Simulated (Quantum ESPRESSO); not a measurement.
# Magnetic state of Fe2B from several starts, part 2 of 2

Aim: find out which collinear order of Fe2B costs least.

Quantum ESPRESSO 7.5; PBEsol; plane waves with GBRV 1.5 PBEsol potentials, no spin-orbit coupling.

So far, absolute magnetization (μB): step 2 (run 1, typed as ferro ++++) 8.49.

The database entry behind the starting cell differs from later determinations by our own check (0.1 to 0.3 % short, probably kX units), so it need not match the best structure at ambient conditions.

## (3) Run 2, typed as antiferro ++−−

File pw.in:

```
&CONTROL
  calculation = 'scf'
  prefix = 'pwscf'
  outdir = './tmp'
  pseudo_dir = './pseudo'
  disk_io = 'nowf'
/
&SYSTEM
  ibrav = 0
  nat = 6
  ntyp = 3
  ecutwfc = 40
  ecutrho = 280
  nbnd = 46
  occupations = 'smearing'
  smearing = 'fd'
  degauss = 0.00734986
  nspin = 2
  starting_magnetization(1) = 0.175
  starting_magnetization(2) = -0.175
  starting_magnetization(3) = 0
/
&ELECTRONS
  conv_thr = 1.2d-08
  electron_maxstep = 150
  mixing_beta = 0.3
/
ATOMIC_SPECIES
Fe1    55.8450 fe_pbesol_v1.5.uspp.F.UPF
Fe2    55.8450 fe_pbesol_v1.5.uspp.F.UPF
B      10.8100 b_pbesol_v1.4.uspp.F.UPF
CELL_PARAMETERS angstrom
  -2.5495000000    2.5495000000    2.1200000000
   2.5495000000   -2.5495000000    2.1200000000
   2.5495000000    2.5495000000   -2.1200000000
ATOMIC_POSITIONS crystal
Fe1     0.1670000000    0.6670000000    0.8340000000
Fe1     0.3330000000    0.1670000000    0.5000000000
Fe2     0.8330000000    0.3330000000    0.1660000000
Fe2     0.6670000000    0.8330000000    0.5000000000
B       0.7500000000    0.7500000000    0.0000000000
B       0.2500000000    0.2500000000    0.0000000000
K_POINTS automatic
8 8 8 0 0 0
```

Started as:

```sh
> OMP_NUM_THREADS=1 mpirun -n 4 pw.x -nk 4 -in pw.in > pw.out
```

The log of the run:

```text
[banner, memory and clock lines left out]
Program PWSCF v.7.5 starts

     Message from routine setup:
     using ibrav=0 with symmetry is DISCOURAGED, use correct ibrav instead

     bravais-lattice index     =            0
     lattice parameter (alat)  =       7.9040  a.u.
     unit-cell volume          =     371.9654 (a.u.)^3
     number of atoms/cell      =            6
     number of atomic types    =            3
     number of electrons       =        70.00
     number of Kohn-Sham states=           46
     kinetic-energy cutoff     =      40.0000  Ry
     charge density cutoff     =     280.0000  Ry
     scf convergence threshold =      1.2E-08
     mixing beta               =       0.3000
     number of iterations used =            8  plain     mixing
     Exchange-correlation= SLA  PW   PSX  PSC
                           (   1   4  10   8   0   0   0)

     celldm(1)=   7.904004  celldm(2)=   0.000000  celldm(3)=   0.000000
     celldm(4)=   0.000000  celldm(5)=   0.000000  celldm(6)=   0.000000

     crystal axes: (cart. coord. in units of alat)
               a(1) = (  -0.609546   0.609546   0.506859 )
               a(2) = (   0.609546  -0.609546   0.506859 )
               a(3) = (   0.609546   0.609546  -0.506859 )

     reciprocal axes: (cart. coord. in units 2 pi/alat)
               b(1) = ( -0.000000  0.820282  0.986467 )
               b(2) = (  0.820282 -0.000000  0.986467 )
               b(3) = (  0.820282  0.820282  0.000000 )

     PseudoPot. # 1 for Fe read from file:
     fe_pbesol_v1.5.uspp.F.UPF
     Pseudo is Ultrasoft + core correction, Zval = 16.0

     PseudoPot. # 2 for Fe read from file:
     fe_pbesol_v1.5.uspp.F.UPF
     Pseudo is Ultrasoft + core correction, Zval = 16.0

     PseudoPot. # 3 for B  read from file:
     b_pbesol_v1.4.uspp.F.UPF
     Pseudo is Ultrasoft + core correction, Zval =  3.0

     atomic species   valence    mass     pseudopotential
     Fe1              16.00    55.84500     Fe( 1.00)
     Fe2              16.00    55.84500     Fe( 1.00)
     B                 3.00    10.81000     B ( 1.00)

     Starting magnetic structure
     atomic species   magnetization
     Fe1             0.175
     Fe2            -0.175
     B               0.000

      4 Sym. Ops. (no inversion) found ( 2 have fractional translation)

   Cartesian axes

     site n.     atom                  positions (alat units)
         1        Fe1    tau(   1) = (   0.8131348   0.2035885   0.0000000  )
         2        Fe1    tau(   2) = (   0.2035885   0.4059579   0.0000000  )
         3        Fe2    tau(   3) = (  -0.2035885   0.4059579   0.5068595  )
         4        Fe2    tau(   4) = (   0.4059579   0.2035885   0.5068595  )
         5        B      tau(   5) = (  -0.0000000   0.0000000   0.7602892  )
         6        B      tau(   6) = (   0.0000000   0.0000000   0.2534297  )

     number of k points=    95  Fermi-Dirac smearing, width (Ry)=  0.0073
                       cart. coord. in units 2pi/alat
        k(    1) = (   0.0000000   0.0000000   0.0000000), wk =   0.0019531
        k(    2) = (   0.1025353   0.1025353   0.0000000), wk =   0.0078125
        k(    3) = (   0.2050705   0.2050705   0.0000000), wk =   0.0078125
        k(    4) = (   0.3076058   0.3076058   0.0000000), wk =   0.0078125
        k(    5) = (  -0.4101411  -0.4101411   0.0000000), wk =   0.0039062
        [... 90 further k-points ...]

     Dense  grid:    29397 G-vectors     FFT dimensions: (  48,  48,  45)

     Smooth grid:    12681 G-vectors     FFT dimensions: (  32,  32,  32)

     Check: negative core charge=   -0.000056
     Generating pointlists ...
     new r_m :   0.2145 (alat units)  1.6956 (a.u.) for type    1
     new r_m :   0.2145 (alat units)  1.6956 (a.u.) for type    2
     new r_m :   0.2091 (alat units)  1.6526 (a.u.) for type    3

     Initial potential from superposition of free atoms

     starting charge      65.9994, renormalised to      70.0000
     Starting wfcs are   60 randomized atomic wfcs

     Self-consistent Calculation

     iteration #  1     ecut=    40.00 Ry     beta= 0.30
     Davidson diagonalization with overlap
     ethr =  1.00E-02,  avg # of iterations =  2.0

     total energy              =   -1010.70919657 Ry
     estimated scf accuracy    <      11.52491253 Ry

     total magnetization       =    -0.00 Bohr mag/cell
     absolute magnetization    =     7.01 Bohr mag/cell

     iteration #  2     ecut=    40.00 Ry     beta= 0.30
     Davidson diagonalization with overlap
     ethr =  1.00E-02,  avg # of iterations =  2.7

     total energy              =   -1013.24828248 Ry
     estimated scf accuracy    <       2.19798879 Ry

     total magnetization       =    -0.00 Bohr mag/cell
     absolute magnetization    =     7.27 Bohr mag/cell

     [... further iterations left out ...]

     iteration # 24     ecut=    40.00 Ry     beta= 0.30
     Davidson diagonalization with overlap
     ethr =  4.91E-11,  avg # of iterations =  3.5

     total energy              =   -1013.60330526 Ry
     estimated scf accuracy    <       0.00000003 Ry

     total magnetization       =     0.00 Bohr mag/cell
     absolute magnetization    =     4.38 Bohr mag/cell

     iteration # 25     ecut=    40.00 Ry     beta= 0.30
     Davidson diagonalization with overlap
     ethr =  4.27E-11,  avg # of iterations =  1.0

     Magnetic moment per site  (integrated on atomic sphere of radius R)
     atom   1 (R=0.215)  charge= 13.7531  magn=  1.0091
     atom   2 (R=0.215)  charge= 13.7531  magn=  1.0091
     atom   3 (R=0.215)  charge= 13.7531  magn= -1.0089
     atom   4 (R=0.215)  charge= 13.7531  magn= -1.0089
     atom   5 (R=0.209)  charge=  2.0310  magn= -0.0000
     atom   6 (R=0.209)  charge=  2.0310  magn= -0.0000

     End of self-consistent calculation

     Number of k-points >= 100: set verbosity='high' to print the bands.

     the Fermi energy is    17.9107 ev

!    total energy              =   -1013.60330527 Ry
     estimated scf accuracy    <          2.4E-09 Ry
     smearing contrib. (-TS)   =      -0.02546717 Ry
     internal energy E=F+TS    =   -1013.57783809 Ry

     The total energy is F=E-TS. E is the sum of the following terms:
     one-electron contribution =    -484.43686208 Ry
     hartree contribution      =     284.03464242 Ry
     xc contribution           =    -121.33256661 Ry
     ewald contribution        =    -691.84305182 Ry

     total magnetization       =     0.00 Bohr mag/cell
     absolute magnetization    =     4.38 Bohr mag/cell

     convergence has been achieved in  25 iterations
```

It took 1.7 min on 4 MPI ranks of Arm Neoverse V2, shared host; peak memory 0.58 GiB; 6.9 min of CPU time.

Spin moment in the atom's sphere by atom:

```csv
atom,spin moment in the atom's sphere (μB)
Fe1,1.01
Fe2,1.01
Fe3,-1.01
Fe4,-1.01
B5,0.00
B6,0.00
```

Read from the output:

* smearing term TS: 0.3465 eV
* magnetization: 0 μB
* absolute magnetization: 4.381 μB
* final state: antiferromagnetic

Spin density in the ab plane of the conventional cell at fractional z = 0.000, with atoms of Fe within 0.2 Å of it.

Ten even steps from '_' (-1.7 e/Å³) to '@' (2.1 e/Å³), each cell a mean:
```
========----================
======--____--==============
======--____--========----==
========----========--__..--
====================--____--
======================----==
============================
==++##++====================
==**@@##====================
==++##++========++**++======
================**@@##======
================++##**======
============================
```
Columns run along a (5.1 Å), rows up along b (5.1 Å), edges of the conventional cell, whose origin can differ from the input's. Atoms in or near the plane, at fractional coordinates: Fe at (0.67, 0.17), Fe at (0.17, 0.33), Fe at (0.33, 0.83), Fe at (0.83, 0.67).

Valence density in the ab plane of the conventional cell at fractional z = 0.000, with atoms of Fe within 0.2 Å of it. It is the smooth field of the valence electrons, not physical close to the nuclei.

Values in e/Å³, 13 rows by 14 columns, each cell a mean:
```
 0  0  1  2  5  5  1  0  0  0  0  0  0  0
 0  0  1  7 20 19  4  1  0  0  0  0  0  0
 0  0  1  7 20 18  4  0  0  0  1  3  3  1
 0  0  0  1  4  3  1  0  0  1  6 19 17  4
 1  0  0  0  0  1  0  0  0  1  7 20 19  4
 0  0  0  0  0  0  0  0  0  1  2  6  5  1
 0  1  2  1  0  0  0  0  0  0  0  1  1  0
 1  7 15  9  1  0  0  0  0  0  0  0  0  0
 2 14 22 17  2  0  0  0  1  1  1  0  0  0
 1  6 13  7  1  0  0  1  5 12  6  1  0  0
 0  1  1  1  0  0  0  2 14 22 17  2  0  0
 0  0  0  0  0  0  0  1  8 16  9  1  0  0
 0  0  0  0  0  0  0  1  1  2  1  1  0  0
```
Columns run along a (5.1 Å), rows up along b (5.1 Å), edges of the conventional cell, whose origin can differ from the input's. Atoms in or near the plane, at fractional coordinates: Fe at (0.67, 0.17), Fe at (0.17, 0.33), Fe at (0.33, 0.83), Fe at (0.83, 0.67).

## (4) Run 3 (antiferro +−+−)

Edit pw.in of step 3 so:

```diff
@@ -37,4 +37,4 @@
 Fe1     0.1670000000    0.6670000000    0.8340000000
-Fe1     0.3330000000    0.1670000000    0.5000000000
-Fe2     0.8330000000    0.3330000000    0.1660000000
+Fe2     0.3330000000    0.1670000000    0.5000000000
+Fe1     0.8330000000    0.3330000000    0.1660000000
 Fe2     0.6670000000    0.8330000000    0.5000000000
```

The log of the run:

```text
     [... lines left out ...]
Program PWSCF v.7.5 starts
     [... lines left out ...]
     number of atoms/cell      =            6
     [... lines left out ...]
     number of electrons       =        70.00
     number of Kohn-Sham states=           46
     kinetic-energy cutoff     =      40.0000  Ry
     charge density cutoff     =     280.0000  Ry
     scf convergence threshold =      1.2E-08
     [... lines left out ...]
      8 Sym. Ops., with inversion, found ( 4 have fractional translation)
     [... lines left out ...]
     number of k points=    95  Fermi-Dirac smearing, width (Ry)=  0.0073
     [... lines left out ...]
     iteration # 15     ecut=    40.00 Ry     beta= 0.30
     [... lines left out ...]
     Magnetic moment per site  (integrated on atomic sphere of radius R)
     atom   1 (R=0.215)  charge= 13.7514  magn=  1.5419
     atom   2 (R=0.215)  charge= 13.7514  magn= -1.5423
     atom   3 (R=0.215)  charge= 13.7514  magn=  1.5419
     atom   4 (R=0.215)  charge= 13.7514  magn= -1.5423
     atom   5 (R=0.209)  charge=  2.0420  magn=  0.0000
     atom   6 (R=0.209)  charge=  2.0420  magn=  0.0000
     [... lines left out ...]
     the Fermi energy is    17.9442 ev
!    total energy              =   -1013.61650470 Ry
     estimated scf accuracy    <          5.3E-09 Ry
     smearing contrib. (-TS)   =      -0.01728788 Ry
     [... lines left out ...]
     total magnetization       =    -0.00 Bohr mag/cell
     absolute magnetization    =     6.67 Bohr mag/cell
     convergence has been achieved in  15 iterations
```

The job ended after 66 s (4 MPI ranks; peak memory 0.58 GiB; 4.4 min of CPU time).

Spin moment in the atom's sphere by atom:

| atom | spin moment in the atom's sphere (μB) |
| --- | --- |
| Fe1 | 1.54 |
| Fe2 | -1.54 |
| Fe3 | 1.54 |
| Fe4 | -1.54 |
| B5 | 0.00 |
| B6 | 0.00 |

Numbers from this step:

```
smearing term TS       : 0.2352 eV
magnetization          : 0 μB
absolute magnetization : 6.675 μB
final state            : antiferromagnetic
```

## (5) Start 4: no spin polarisation

File pw.in:

```
&CONTROL
  calculation = 'scf'
  prefix = 'pwscf'
  outdir = './tmp'
  pseudo_dir = './pseudo'
  disk_io = 'nowf'
/
&SYSTEM
  ibrav = 0
  nat = 6
  ntyp = 2
  ecutwfc = 40
  ecutrho = 280
  nbnd = 46
  occupations = 'smearing'
  smearing = 'fd'
  degauss = 0.00734986
/
&ELECTRONS
  conv_thr = 1.2d-08
  electron_maxstep = 150
  mixing_beta = 0.3
/
ATOMIC_SPECIES
Fe     55.8450 fe_pbesol_v1.5.uspp.F.UPF
B      10.8100 b_pbesol_v1.4.uspp.F.UPF
CELL_PARAMETERS angstrom
  -2.5495000000    2.5495000000    2.1200000000
   2.5495000000   -2.5495000000    2.1200000000
   2.5495000000    2.5495000000   -2.1200000000
ATOMIC_POSITIONS crystal
Fe      0.1670000000    0.6670000000    0.8340000000
Fe      0.3330000000    0.1670000000    0.5000000000
Fe      0.8330000000    0.3330000000    0.1660000000
Fe      0.6670000000    0.8330000000    0.5000000000
B       0.7500000000    0.7500000000    0.0000000000
B       0.2500000000    0.2500000000    0.0000000000
K_POINTS automatic
8 8 8 0 0 0
```

The log of the run:

```text
     [... lines left out ...]
Program PWSCF v.7.5 starts
     [... lines left out ...]
     number of atoms/cell      =            6
     [... lines left out ...]
     number of electrons       =        70.00
     number of Kohn-Sham states=           46
     kinetic-energy cutoff     =      40.0000  Ry
     charge density cutoff     =     280.0000  Ry
     scf convergence threshold =      1.2E-08
     [... lines left out ...]
     16 Sym. Ops., with inversion, found ( 8 have fractional translation)
     [... lines left out ...]
     number of k points=    59  Fermi-Dirac smearing, width (Ry)=  0.0073
     [... lines left out ...]
     iteration # 11     ecut=    40.00 Ry     beta= 0.30
     [... lines left out ...]
     the Fermi energy is    17.8157 ev
!    total energy              =   -1013.60117918 Ry
     estimated scf accuracy    <          3.2E-09 Ry
     smearing contrib. (-TS)   =      -0.02833696 Ry
     [... lines left out ...]
     convergence has been achieved in  11 iterations
```

Wall time 16 s (4 MPI ranks); peak memory 0.39 GiB.

Read from the output:

* smearing term TS: 0.3855 eV
* final state: non-magnetic (no spin polarisation)

## (6) Ranking

An order is kept where moments of 0.15 μB or more survive with the typed signs; meshes match where a doubled cell samples the same k points as the first cell.

Orders:

| start | final state | typed order kept | energy over the lowest (meV a seeded atom) | largest site moment (μB) | net moment (μB a cell of the first run) | mesh matched | CPU time (s) |
| --- | --- | --- | --- | --- | --- | --- | --- |
| ferro ++++ | ferromagnetic | yes | 0 | 1.955 | 7.623 | yes | 161.7 |
| antiferro ++-- | antiferromagnetic | yes | 208.3 | 1.009 | 0 | yes | 415.4 |
| antiferro +-+- | antiferromagnetic | yes | 163.4 | 1.542 | 8.52e-4 | yes | 264 |
| no spin polarisation | non-magnetic | - | 215.5 | 0 | 0 | yes | 65.47 |

## (7) Results

```json
{
 "lowest state found": "ferromagnetic (from ferro ++++)",
 "largest site moment": "1.95 μB",
 "next state with moments": "antiferromagnetic, 163 meV a seeded atom higher",
 "state without moments": "216 meV a seeded atom higher"
}
```

In words: Only these 4 starts were compared; other wavevectors, canted and longer-period orders were not. A computed site moment is spin alone and hangs on the region that is counted: the program's spheres do not touch and miss the tail of the moment. Measured moments hold any orbital part as well, and belong to the order of the sample, which need not be the order of this run. Energies are free energies at an electronic temperature of 1160 K, which lowers moments and differences where the moments are itinerant.

Calculation against experiment:

| quantity | measured | in the sphere |
| --- | --- | --- |
| moment (Fe) (μB) | 1.9 | 1.95 (+2.9 %) |

Measured values from arxiv:2104.13724 (2021).

How well it matches: The moment is off by +2.9 %. No cell relaxation is part of this session.

[Logs and program files are shortened in this print: banners, set-up blocks, solver, clock and traceback lines can be left out without a mark of their own.]

[Logs are printed without paths, hosts, clocks, repeated set-up lines and the standing remarks that a program may print on its own settings, such as how far it seeks lower states.]

[Hosts, paths, dates, database ids (printed as entryN), source tags and the programs' standing remarks are cut or masked in the printed files.]

[Where a cell is said to come from a database of computed structures, the database is the Materials Project.]
